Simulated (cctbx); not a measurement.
**Sc2Mn2S6O: precision against data quality**

Space group Fd-3m (no. 227, origin choice 1), a = 11.5890 Å, b = 11.5890 Å, c = 11.5890 Å, α = 90.00°, β = 90.00°, γ = 90.00°.

```csv
atom,mult.,x,y,z,Ueq (Å²)
Mn1,16,7/8,7/8,1/8,0.0087
Sc1,16,3/8,7/8,1/8,0.0104
S1,48,1/2,0,0.2917,0.0059
O1,8,1/4,3/4,1/4,0.0135
```

The model was made for the exercise: a known structure type with other elements put in, its volume estimated, not relaxed; displacement parameters are assumed.

Five simulated data sets (cctbx; Ag Kα, λ = 0.56087 Å; 6 % proportional error) differ in resolution or exposure (noise floor 4 counts in the first three, 8 in the last two). Each is refined with the right model, isotropic at 1.1 Å and anisotropic otherwise. How do the figures of merit and the uncertainties move?

```csv
d min (Å),top counts,"⟨I/σ⟩ (unmerged, absences included)",unique,param. (scale apart),Rint,R1,GooF,largest s.u. xyz (fractional),s.u. U of O1 (Å²),largest error (Å)
1.1,20000,2.3,45,5,0.053,0.0108,1.52,0.00009,0.0016,0.0022
0.84,20000,2.0,87,9,0.053,0.0084,0.96,0.00003,0.0006,0.0001
0.6,20000,1.7,216,9,0.057,0.0075,0.89,0.00002,0.0003,0.0002
0.75,300,0.2,118,9,0.530,0.0697,0.89,0.00038,0.0081,0.0046
0.75,3000,0.9,118,9,0.113,0.0156,0.89,0.00007,0.0013,0.0000
```

GooF reaches 1.52 where the model lacks something that the data hold (anisotropy at the isotropic level, for one). The s.u. of U for O1 goes 0.0016, 0.0006, 0.0003 Å² with resolution and 0.0081, 0.0013 Å² with exposure.

The 1.1 Å row also differs in its displacement model, so it isn't a clean test of resolution.

Hardware for the 0.6 Å refinement: 0.44 s on 1 thread of Arm Neoverse V2, with other jobs on the host, peak memory 0.1 GiB.

[Logs are printed without paths, hosts, clocks, repeated set-up lines and the standing remarks that a program may print on its own settings, such as how far it seeks lower states.]
